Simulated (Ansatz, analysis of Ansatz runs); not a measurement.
# A hop of H in Y2S2O (P2_1/c), charge +1

Wanted: path and barrier of a jump of H in Y2S2O (P2_1/c) at charge +1. The case: H transfer from S to O, in a cell of 40 host atoms with 1 H put in.

Program: Ansatz 0.2.0. Level of theory: plane-wave PAW DFT, LDA; relaxation of all atoms of a defect supercell at fixed charge in a uniform background. Values are calculated unless marked as measured.

### 1. Starting point

The cell holds 41 atoms: 16 Y, 16 S, 8 O and 1 H. Its edges and angles: a = 9.558 Å, b = 9.611 Å, c = 10.562 Å, α = 56.3°, β = 68.7°, γ = 66.9°. It derives from Y2S2O (space group P2_1/c). Nearest the centre at fractional (0.835, 0.235, 0.518): H41 at 0.39 Å, O40 at 1.37 Å, S18 at 1.71 Å, Y8 at 1.94 Å, Y12 at 2.01 Å, Y14 at 2.78 Å, S30 at 2.95 Å, S32 at 3.34 Å. The cell carries charge +1.

Structure file:

```xyz
41
Lattice="-1.1302 6.7797 6.6422 6.9691 0.0000 6.6185 8.0992 6.7797 -0.0236" Properties=species:S:1:pos:R:3 pbc="T T T"
Y     6.1410    6.4114    4.9637
Y     5.0108    6.4114   11.6059
Y     8.3622    3.0216    4.9522
Y     8.3622    9.8012    4.9522
Y     8.9273    7.1480    1.6312
Y     7.7971    7.1480    8.2733
Y     5.5759    3.7581    8.2848
Y     5.5759   10.5378    8.2848
Y    10.7663    5.8046    4.4819
Y     2.6671    5.8046    4.5056
Y     3.7369    2.4148    5.4340
Y     3.7369    9.1944    5.4340
Y    11.2710    7.7548    8.7315
Y     3.1718    7.7548    8.7551
Y    10.2012    4.3649    7.8030
Y    10.2012   11.1446    7.8030
S     6.3789    1.8865    6.4208
S     6.3789    8.6662    6.4208
S     2.0982    2.4877    2.8293
S     9.0673    9.2673    9.4478
S     4.8708    4.2920    3.7892
S    11.8399   11.0717   10.4077
S     9.6324    7.6818    6.1268
S     1.5332    7.6818    6.1504
S     8.1243    5.2763    3.4952
S     6.9941    5.2763   10.1374
S     7.5592    4.8932    6.8163
S     7.5592   11.6729    6.8163
S     6.9440    8.2830    3.0997
S     5.8138    8.2830    9.7419
S    12.4050    5.8775    7.0867
S     4.3058    5.8775    7.1103
O     9.6786    6.1878    8.9364
O     9.6786   12.9675    8.9364
O    10.2436    3.9817    5.6154
O     2.1444    3.9817    5.6390
O     4.2596    0.5918    4.3006
O     4.2596    7.3715    4.3006
O    11.7937    9.5777    7.5981
O     3.6945    9.5777    7.6217
H     5.2237    9.0557    6.9379
```

The cell's shortest repeat is 9.6 Å.

### 2. Relaxation of the start point, charge +1

A barrier is counted from a minimum, so both ends are relaxed first. Small random displacements break the symmetry of the ideal sites, so that the defect can distort if it gains by it. The charge of +1 is set by the electron count, and a uniform background keeps the cell neutral.

Contents of qp1.start/input.yaml:

```yaml
crystal:
  lattice:
    - [-1.13015362, 6.77967326, 6.64216654]
    - [6.96905609, 0.0, 6.6185272]
    - [8.09920971, 6.77967326, -0.02363934]
  atoms:
    - { symbol: "Y", position: [0.41656441, 0.33381268, 0.52911366] }
    - { symbol: "Y", position: [0.91656441, 0.83381268, 0.02911366] }
    - { symbol: "Y", position: [0.02911366, 0.72050925, 0.41656441] }
    - { symbol: "Y", position: [0.52911366, 0.22050925, 0.91656441] }
    - { symbol: "Y", position: [0.08343559, 0.16618732, 0.97088634] }
    - { symbol: "Y", position: [0.58343559, 0.66618732, 0.47088634] }
    - { symbol: "Y", position: [0.47088634, 0.77949075, 0.08343559] }
    - { symbol: "Y", position: [0.97088634, 0.27949075, 0.58343559] }
    - { symbol: "Y", position: [0.05592475, 0.6239137, 0.80025064] }
    - { symbol: "Y", position: [0.55592475, 0.1239137, 0.30025064] }
    - { symbol: "Y", position: [0.30025064, 0.51991091, 0.05592475] }
    - { symbol: "Y", position: [0.80025064, 0.01991091, 0.55592475] }
    - { symbol: "Y", position: [0.44407525, 0.8760863, 0.69974936] }
    - { symbol: "Y", position: [0.94407525, 0.3760863, 0.19974936] }
    - { symbol: "Y", position: [0.19974936, 0.98008909, 0.44407525] }
    - { symbol: "Y", position: [0.69974936, 0.48008909, 0.94407525] }
    - { symbol: S, position: [0.16263204, 0.80732031, 0.11562367] }
    - { symbol: S, position: [0.66263204, 0.30732031, 0.61562367] }
    - { symbol: S, position: [0.23768224, 0.18941516, 0.12924741] }
    - { symbol: S, position: [0.73768224, 0.68941516, 0.62924741] }
    - { symbol: S, position: [0.26231776, 0.31058484, 0.37075259] }
    - { symbol: S, position: [0.76231776, 0.81058484, 0.87075259] }
    - { symbol: S, position: [0.37075259, 0.5563448, 0.76231776] }
    - { symbol: S, position: [0.87075259, 0.0563448, 0.26231776] }
    - { symbol: S, position: [0.11562367, 0.41442398, 0.66263204] }
    - { symbol: S, position: [0.61562367, 0.91442398, 0.16263204] }
    - { symbol: S, position: [0.33736796, 0.69267969, 0.38437633] }
    - { symbol: S, position: [0.83736796, 0.19267969, 0.88437633] }
    - { symbol: S, position: [0.38437633, 0.08557602, 0.83736796] }
    - { symbol: S, position: [0.88437633, 0.58557602, 0.33736796] }
    - { symbol: S, position: [0.12924741, 0.9436552, 0.73768224] }
    - { symbol: S, position: [0.62924741, 0.4436552, 0.23768224] }
    - { symbol: O, position: [0.43980694, 0.91052819, 0.4728954] }
    - { symbol: O, position: [0.93980694, 0.41052819, 0.9728954] }
    - { symbol: O, position: [0.0271046, 0.82323053, 0.56019306] }
    - { symbol: O, position: [0.5271046, 0.32323053, 0.06019306] }
    - { symbol: O, position: [0.06019306, 0.58947181, 0.0271046] }
    - { symbol: O, position: [0.56019306, 0.08947181, 0.5271046] }
    - { symbol: O, position: [0.4728954, 0.67676947, 0.93980694] }
    - { symbol: O, position: [0.9728954, 0.17676947, 0.43980694] }
    - { symbol: H, position: [0.795969, 0.25137, 0.539744] }
total_charge: 1
basis:
  ecutwfc: 420
  xc_grid: 2
hamiltonian:
  xc: lda
kpoints:
  mp_grid: { grid: [1, 1, 1], shift: [0.25, 0.25, 0.25] }
scf:
  occupations: { method: fixed }
  max_iter: 100
output:
  forces: true
relax:
  f_tol: 0.02
  max_steps: 70
  random_displacement: { amplitude: 0.03, seed: 9815 }
```

Run with:

```
$ ansatz run input.yaml --threads 4 --pin off --max-ram 7536MiB --backend cpu --events-out ev --progress --plain --runs-dir out
```

Output:

```text
The last accepted step is kept in <dir> (removed where the run ends without a failure and the disk answers)
Engine: ansatz 0.2.0, aarch64-unknown-linux-gnu
Pseudopotentials: kind: paw
Pseudopotential: Y, paw, valence charge 11, recommended cutoff 420 eV (normal), Y.paw.azcp
Pseudopotential: S, paw, valence charge 6, recommended cutoff 420 eV (normal), S.paw.azcp
Pseudopotential: O, paw, valence charge 6, recommended cutoff 420 eV (normal), O.paw.azcp
Pseudopotential: H, paw, valence charge 1, recommended cutoff 420 eV (normal), H.paw.azcp
Functional definition: SPW92
  exchange = slater_x
  correlation = pw_c
Crystal: 41 atoms, lattice volume = 729.080 Å³
Basis set: ecut = 420 eV, 14223 PW (Γ), exchange–correlation on 128×144×144 points (8 copies of the dense FFT grid, shifted against one another)
Bands: 201, of which v1, the nominal top of the filled ones, is band 160 counted from 1 (159 counted from 0)
Symmetry: 1 space group operations
k-points: 1
Non-local potential: Y, projectors of the file, l = 0: 3, l = 1: 2, l = 2: 2, l = 3: 1
Non-local potential: S, projectors of the file, l = 0: 2, l = 1: 2, l = 2: 2
Non-local potential: O, projectors of the file, l = 0: 2, l = 1: 2, l = 2: 1
Non-local potential: H, projectors of the file, l = 0: 2, l = 1: 1
PAW form: soft (Blöchl's): semilocal exchange-correlation on the pseudo side does not see the compensation charge
PAW frozen core: Y, regenerated for the run's functional, and the local potential with it (the file was generated under x = pbe(κ = 0.804, μ = 0.219515), c = pbe(β = 0.066725))
PAW frozen core: S, regenerated for the run's functional, and the local potential with it (the file was generated under x = pbe(κ = 0.804, μ = 0.219515), c = pbe(β = 0.066725))
PAW frozen core: O, regenerated for the run's functional, and the local potential with it (the file was generated under x = pbe(κ = 0.804, μ = 0.219515), c = pbe(β = 0.066725))
PAW one-centre angular grid: Y, 590 points (default); XC on 64 Gauss nodes
PAW one-centre angular grid: S, 110 points (default); XC on 64 Gauss nodes
PAW one-centre angular grid: O, 110 points (default); XC on 64 Gauss nodes
PAW one-centre angular grid: H, 110 points (default); XC on 64 Gauss nodes
Initial density: superposition of atomic densities (neutral atoms scaled as one to the charged cell's electrons: chi_scale 0, normalization atom), corrected by the library's trained network
Initial wavefunctions: pseudopotential atomic-orbital guess
Functional: x = slater, c = lda
SCF iter   1: F=—  HF=-78398.021386 eV  |F-HF|=—  |Δ(HF+E_count)|=         —  Δρ=8.79e-3  dr2=8.56e-1  ethr=1.77e-3  ⟨swp⟩=4.0  Hψ=638  notcnv=0  defer=38
preconditioner: auto → Resta (q_TF=auto, 2.378 Å⁻¹)  ε∞=3.5  [insulator: Δε(μ)=2.344 eV  Ē_g=14.650 eV  n_scr=160 (ndim 8)  ℏωp=23.3 eV  f_vac=0.000  ε∞_Penn≈3.5]
SCF iter   2: F=—  HF=-78397.804085 eV  |F-HF|=—  |Δ(HF+E_count)|=   2.17e-1  Δρ=3.84e-3  dr2=1.05e-1  ethr=2.68e-4  ⟨swp⟩=3.0  Hψ=290  notcnv=0  defer=39
SCF iter   3: F=—  HF=-78397.775313 eV  |F-HF|=—  |Δ(HF+E_count)|=   2.88e-2  Δρ=2.00e-3  dr2=2.43e-2  ethr=3.27e-5  ⟨swp⟩=3.0  Hψ=266  notcnv=0  defer=39
SCF iter   4: F=—  HF=-78397.769784 eV  |F-HF|=—  |Δ(HF+E_count)|=   5.53e-3  Δρ=6.72e-4  dr2=2.98e-3  ethr=7.59e-6  ⟨swp⟩=3.0  Hψ=314  notcnv=0  defer=39
SCF iter   5: F=—  HF=-78397.769093 eV  |F-HF|=—  |Δ(HF+E_count)|=   6.91e-4  Δρ=1.50e-4  dr2=1.42e-4  ethr=9.33e-7  ⟨swp⟩=2.0  Hψ=262  notcnv=0  defer=39
SCF iter   6: F=—  HF=-78397.769085 eV  |F-HF|=—  |Δ(HF+E_count)|=   7.93e-6  Δρ=8.63e-5  dr2=4.83e-5  ethr=4.43e-8  ⟨swp⟩=2.0  Hψ=262  notcnv=0  defer=39
SCF iter   7: F=-78397.769075 eV  HF=-78397.769076 eV  |F-HF|=1.11e-6  |Δ(HF+E_count)|=   8.79e-6  Δρ=2.19e-5  dr2=2.86e-6  ethr=3.12e-9  ⟨swp⟩=2.0  Hψ=627  notcnv=0
SCF 1 converged in 7 iterations: F = -78397.769075 eV  dr2 = 2.86e-6
  greatest PAW one-centre occupation: 0.992 electrons in one spin orbital (limit 2), on the Y atom at site 8 (counted from 0), in its partial waves of l = 0
relax step   1: F+E_penalty+E_count = -78397.76907528 eV  Δ(F+E_penalty+E_count) = +0.000e0 eV  max|allowed force component| = 1.756e0 eV/Å  Δτ_max = 0.0000 Å  (7 SCF iters, dr2 threshold 1.00e-5 eV, accepted)
[... the SCF cycles and remarks between the steps are left out from here to the last step ...]
relax step   2: F+E_penalty+E_count = -78398.41866194 eV  Δ(F+E_penalty+E_count) = -6.496e-1 eV  max|allowed force component| = 1.052e0 eV/Å  Δτ_max = 0.1980 Å  (6 SCF iters, dr2 threshold 1.00e-4 eV, accepted)
relax step   3: F+E_penalty+E_count = -78398.61565301 eV  Δ(F+E_penalty+E_count) = -1.970e-1 eV  max|allowed force component| = 4.079e-1 eV/Å  Δτ_max = 0.1239 Å  (5 SCF iters, dr2 threshold 6.92e-5 eV, accepted)
relax step   4: F+E_penalty+E_count = -78398.64595730 eV  Δ(F+E_penalty+E_count) = -3.030e-2 eV  max|allowed force component| = 1.028e-1 eV/Å  Δτ_max = 0.0793 Å  (5 SCF iters, dr2 threshold 2.50e-5 eV, accepted)
relax step   5: F+E_penalty+E_count = -78398.65335484 eV  Δ(F+E_penalty+E_count) = -7.398e-3 eV  max|allowed force component| = 8.147e-2 eV/Å  Δτ_max = 0.0215 Å  (6 SCF iters, dr2 threshold 6.71e-7 eV, accepted)
relax step   6: F+E_penalty+E_count = -78398.65747476 eV  Δ(F+E_penalty+E_count) = -4.120e-3 eV  max|allowed force component| = 5.632e-2 eV/Å  Δτ_max = 0.0344 Å  (6 SCF iters, dr2 threshold 4.22e-7 eV, accepted)
relax step   7: F+E_penalty+E_count = -78398.66055660 eV  Δ(F+E_penalty+E_count) = -3.082e-3 eV  max|allowed force component| = 1.063e-1 eV/Å  Δτ_max = 0.0354 Å  (5 SCF iters, dr2 threshold 1.52e-6 eV, accepted)
relax step   8: F+E_penalty+E_count = -78398.67042400 eV  Δ(F+E_penalty+E_count) = -9.867e-3 eV  max|allowed force component| = 2.687e-1 eV/Å  Δτ_max = 0.1071 Å  (5 SCF iters, dr2 threshold 5.40e-6 eV, accepted)
relax step   9: F+E_penalty+E_count = -78398.68862410 eV  Δ(F+E_penalty+E_count) = -1.820e-2 eV  max|allowed force component| = 3.952e-1 eV/Å  Δτ_max = 0.0636 Å  (5 SCF iters, dr2 threshold 7.22e-5 eV, accepted)
relax step  10: F+E_penalty+E_count = -78398.80815930 eV  Δ(F+E_penalty+E_count) = -1.195e-1 eV  max|allowed force component| = 7.243e-1 eV/Å  Δτ_max = 0.1697 Å  (6 SCF iters, dr2 threshold 1.00e-4 eV, accepted)
relax step  11: F+E_penalty+E_count = -78398.88402335 eV  Δ(F+E_penalty+E_count) = -7.586e-2 eV  max|allowed force component| = 8.250e-1 eV/Å  Δτ_max = 0.1428 Å  (5 SCF iters, dr2 threshold 1.00e-4 eV, accepted)
relax step  12: F+E_penalty+E_count = -78398.93838561 eV  Δ(F+E_penalty+E_count) = -5.436e-2 eV  max|allowed force component| = 5.613e-1 eV/Å  Δτ_max = 0.1177 Å  (5 SCF iters, dr2 threshold 1.00e-4 eV, accepted)
relax step  13: F+E_penalty+E_count = -78398.95317427 eV  Δ(F+E_penalty+E_count) = -1.479e-2 eV  max|allowed force component| = 2.753e-1 eV/Å  Δτ_max = 0.0917 Å  (5 SCF iters, dr2 threshold 1.00e-4 eV, accepted)
relax step  14: F+E_penalty+E_count = -78398.94393743 eV  Δ(F+E_penalty+E_count) = +9.237e-3 eV  max|allowed force component| = 2.195e-1 eV/Å  Δτ_max = 0.0855 Å  (5 SCF iters, dr2 threshold 1.82e-5 eV, rejected (line search))
relax step  15: F+E_penalty+E_count = -78398.96111664 eV  Δ(F+E_penalty+E_count) = -7.942e-3 eV  max|allowed force component| = 3.791e-2 eV/Å  Δτ_max = 0.0395 Å  (7 SCF iters, accepted)
SCF iter   1: F=—  HF=-78398.962020 eV  |F-HF|=—  |Δ(HF+E_count)|=         —  Δρ=3.88e-4  dr2=9.17e-4  ethr=2.17e-6  ⟨swp⟩=3.0  Hψ=440  notcnv=0  defer=39
SCF iter   2: F=—  HF=-78398.961800 eV  |F-HF|=—  |Δ(HF+E_count)|=   2.20e-4  Δρ=1.87e-4  dr2=1.51e-4  ethr=2.87e-7  ⟨swp⟩=2.0  Hψ=306  notcnv=0  defer=39
SCF iter   3: F=—  HF=-78398.961770 eV  |F-HF|=—  |Δ(HF+E_count)|=   2.94e-5  Δρ=6.97e-5  dr2=2.85e-5  ethr=4.71e-8  ⟨swp⟩=2.0  Hψ=308  notcnv=0  defer=37
SCF iter   4: F=—  HF=-78398.961705 eV  |F-HF|=—  |Δ(HF+E_count)|=   6.56e-5  Δρ=2.42e-5  dr2=3.41e-6  ethr=8.92e-9  ⟨swp⟩=2.0  Hψ=260  notcnv=0  defer=37
SCF iter   5: F=—  HF=-78398.961704 eV  |F-HF|=—  |Δ(HF+E_count)|=   5.85e-7  Δρ=5.82e-6  dr2=2.08e-7  ethr=1.07e-9  ⟨swp⟩=2.0  Hψ=259  notcnv=0  defer=37
SCF iter   6: F=-78398.961704 eV  HF=-78398.961704 eV  |F-HF|=3.07e-8  |Δ(HF+E_count)|=   1.78e-8  Δρ=2.75e-6  dr2=4.53e-8  ethr=3.13e-11  ⟨swp⟩=5.0  Hψ=622  notcnv=0
SCF 16 converged in 6 iterations: F = -78398.961704 eV  dr2 = 4.53e-8
relax step  16: F+E_penalty+E_count = -78398.96170403 eV  Δ(F+E_penalty+E_count) = -5.874e-4 eV  max|allowed force component| = 1.085e-2 eV/Å  Δτ_max = 0.0117 Å  (6 SCF iters, accepted)
SCF converged after 6 iterations
Free energy (F): -78398.961704 eV
Harris-Foulkes:  -78398.961704 eV  (|F-HF|=3.07e-8)
Internal energy: -78398.961704 eV  (E = F + TS)
E sigma→0 (E₀):  -78398.961704 eV
Fermi energy:    9.097058 eV
--- Per-component energies (eV) ---
  E_band       = -1395.676316
  E_kinetic    = 8062.590144
  E_local      = -14341.077152  (includes V_loc(G=0)·N_el)
  E_nonlocal   = 1726.077623
  E_hartree    = 4917.005532
  E_xc         = -4915.419280
  E_vxc        = -5388.822185  (∫ρ·V_xc dr)
  E_paw        = -53869.250193  (= ΣΔE_a)
  E_vpaw       = -1288.478404  (= ΣTr[D̂ρ^β])
  E_aug_tail   = 0.018974  (compensation charges beyond the density's cutoff)
  E_ewald      = -19987.407257
  E_core_change = 8.499905  (= ΣΔE_core)
  E_smearing   = -0.000000  (= −TS)
  E_closure    = -0.000000  (closes the sum)
  E_deformation_potential = 17.848622  (in the stress; not in F)
  Σ components = -78398.961704   (vs F -78398.961704, Δ=0.00e0)
--- Forces (eV/Å), atoms counted from 1 ---
  atom   1  Y     -0.00705755     0.00438480     0.00703001
  atom   2  Y     -0.00250786     0.00096600     0.00017246
  [... 5 atoms left out ...]
  atom   8  Y     -0.01085067    -0.00936127    -0.00699409
  [... 3 atoms left out ...]
  atom  12  Y     -0.00670691     0.00763876    -0.00111701
  [... 1 atom left out ...]
  atom  14  Y      0.00397255    -0.00095641    -0.00359027
  [... 3 atoms left out ...]
  atom  18  S      0.00111501     0.00030281    -0.00305054
  [... 11 atoms left out ...]
  atom  30  S      0.00581558    -0.00313400     0.00273912
  [... 1 atom left out ...]
  atom  32  S     -0.00094567    -0.00078318     0.00207028
  [... 2 atoms left out ...]
  atom  35  O      0.00024000    -0.00234762    -0.00050086
  [... 2 atoms left out ...]
  atom  38  O     -0.00091545     0.00409780    -0.00172497
  [... 1 atom left out ...]
  atom  40  O     -0.00691666     0.00080780    -0.00035221
  atom  41  H      0.00992561    -0.00188911     0.00524334
  max |Σ_I F_I| component: 2.02e-5 eV/Å
--- Relaxed structure (16 steps of the walk, 15 accepted, 0 SCFs on fresh bases) ---
  F+E_penalty+E_count = -78398.96170403 eV   max|allowed force component| = 1.085e-2 eV/Å
  atoms:
    - { symbol: Y, position: [0.417574, 0.331816, 0.529619] }
    - { symbol: Y, position: [0.916973, 0.834208, 0.032108] }
    [... 5 atoms left out ...]
    - { symbol: Y, position: [0.975053, 0.286544, 0.597716] }
    [... 3 atoms left out ...]
    - { symbol: Y, position: [0.792682, -0.006354, 0.569946] }
    [... 1 atom left out ...]
    - { symbol: Y, position: [0.941580, 0.387075, 0.186858] }
    [... 3 atoms left out ...]
    - { symbol: S, position: [0.665104, 0.306027, 0.615574] }
    [... 11 atoms left out ...]
    - { symbol: S, position: [0.886822, 0.582576, 0.339625] }
    [... 1 atom left out ...]
    - { symbol: S, position: [0.627545, 0.440825, 0.239193] }
    [... 2 atoms left out ...]
    - { symbol: O, position: [0.029012, 0.824617, 0.559125] }
    [... 2 atoms left out ...]
    - { symbol: O, position: [0.556756, 0.082734, 0.531922] }
    [... 1 atom left out ...]
    - { symbol: O, position: [0.949790, 0.188055, 0.443067] }
    - { symbol: H, position: [0.842489, 0.258783, 0.473171] }
```

The job ended after 59 s (4 threads of Arm Neoverse V2, shared host; peak memory 0.96 GiB).

Reading the cycles: dr2 is the Hartree energy of the density residual (eV), the measure of convergence; HF is the Harris–Foulkes estimate of the energy, which meets the free energy F at convergence.

The steps of the relaxation:

| step | energy less that of the first step (eV) | largest force component (eV/Å) |
| --- | --- | --- |
| 1 | 0.0000 | 1.7557 |
| 2 | -0.6496 | 1.0520 |
| 3 | -0.8466 | 0.4079 |
| 4 | -0.8769 | 0.1028 |
| 5 | -0.8843 | 0.0815 |
| 6 | -0.8884 | 0.0563 |
| 7 | -0.8915 | 0.1063 |
| 8 | -0.9013 | 0.2687 |
| 9 | -0.9195 | 0.3952 |
| 10 | -1.0391 | 0.7243 |
| 11 | -1.1149 | 0.8250 |
| 12 | -1.1693 | 0.5613 |
| 13 | -1.1841 | 0.2753 |
| 14 | -1.1749 | 0.2195 |
| 15 | -1.1920 | 0.0379 |
| 16 | -1.1926 | 0.0109 |

Relaxation step 14 was tried and not accepted.

The atoms that moved most (Å, from the sites as typed, ahead of the random displacement, the mean shift of all atoms taken out):

| atom | dx | dy | dz | length |
| --- | --- | --- | --- | --- |
| H41 | -0.538 | -0.140 | 0.359 | 0.662 |
| Y12 | -0.059 | 0.039 | -0.225 | 0.236 |
| Y8 | 0.162 | 0.121 | 0.074 | 0.215 |
| O40 | 0.133 | -0.139 | -0.079 | 0.208 |
| Y14 | -0.023 | -0.109 | 0.056 | 0.124 |
| Y13 | 0.024 | -0.040 | -0.071 | 0.085 |
| S31 | 0.020 | -0.076 | -0.013 | 0.080 |
| S22 | 0.020 | 0.062 | -0.039 | 0.076 |

Neighbours of H41 at the end:

| atom | distance (Å) |
| --- | --- |
| O40 | 1.035 |
| S18 | 1.909 |
| Y8 | 2.296 |
| Y12 | 2.340 |
| Y14 | 2.503 |
| S30 | 2.755 |
| S32 | 3.075 |
| Y15 | 3.430 |
| O38 | 3.456 |

Atoms that came to bonding distance: O40–H41 1.03 Å (from 1.75).

Numbers from this step:

```yaml
free_energy: -78398.9617 eV
largest_move_from_the_ideal_geometry_of_this_structure_a_common_shift_of_the_far_atoms_taken_out: 0.6710 Å
```

The relaxation gained 1.193 eV and ended with a largest force component of 0.011 eV/Å.

[end of part 1 of 2]

[Long decimals in the printed logs are rounded to 6 places.]

[Repeated set-up lines and some long k-point lines are left out of the logs, and relaxed atomic positions are cut to six decimals.]

[Logs are printed without paths, hosts, clocks, repeated set-up lines and the standing remarks that a program may print on its own settings, such as how far it seeks lower states.]

[Hosts, paths, dates, database ids (printed as entryN), source tags and the programs' standing remarks are cut or masked in the printed files.]
